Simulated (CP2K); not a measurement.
Two runs for the O K edge of bicarbonate. Run A: CP2K XAS_TDP, all-electron GAPW, PBEh(45%), aug-cc-pVTZ, TDA, no relativity. Run B differs in one setting.

First lines with a strength over 0.0015. A:

```tsv
atom	energy (eV)	states	strength, one atom
O1 (bonded to C and H)	529.00	1	0.0090
	530.83	1	0.0146
	531.03	1	0.0052
	531.16	1	0.0059
	531.20	1	0.0040
O3 (bonded to C)	528.52	1	0.0338
	529.35	2	0.0024
	530.10	1	0.0025
	531.55	1	0.0018
	531.88	1	0.0017
O4 (bonded to C)	528.72	1	0.0322
	529.03	1	0.0015
	529.47	1	0.0021
	529.97	1	0.0024
	530.88	1	0.0015
```

B:

```tsv
atom	energy (eV)	states	strength, one atom
O1 (bonded to C and H)	532.27	1	0.0089
	534.10	1	0.0145
	534.31	1	0.0052
	534.44	1	0.0058
	534.48	1	0.0039
O3 (bonded to C)	531.55	1	0.0337
	532.38	2	0.0024
	533.13	1	0.0024
	534.58	1	0.0018
	534.92	1	0.0017
O4 (bonded to C)	531.64	1	0.0320
	531.96	1	0.0015
	532.40	1	0.0021
	532.90	1	0.0024
	533.80	1	0.0015
```

Q: Which was it: GW2X switched on, scalar relativity switched on, the basis, the functional?

GW2X switched on. GW2X shifts an atom's lines together and keeps their spacings. Against PBEh(45%) in aug-cc-pVTZ, the leading lines move by +3.27 eV (O1, to 532.27), +3.03 eV (O3, to 531.55) and +2.92 eV (O4, to 531.64).

[Banner, clock and machine lines of the logs are left out without a mark of their own.]

[Logs are printed without paths, hosts, clocks, repeated set-up lines and the standing remarks that a program may print on its own settings, such as how far it seeks lower states.]

[Hosts, paths, dates, database ids (printed as entryN), source tags and the programs' standing remarks are cut or masked in the printed files.]
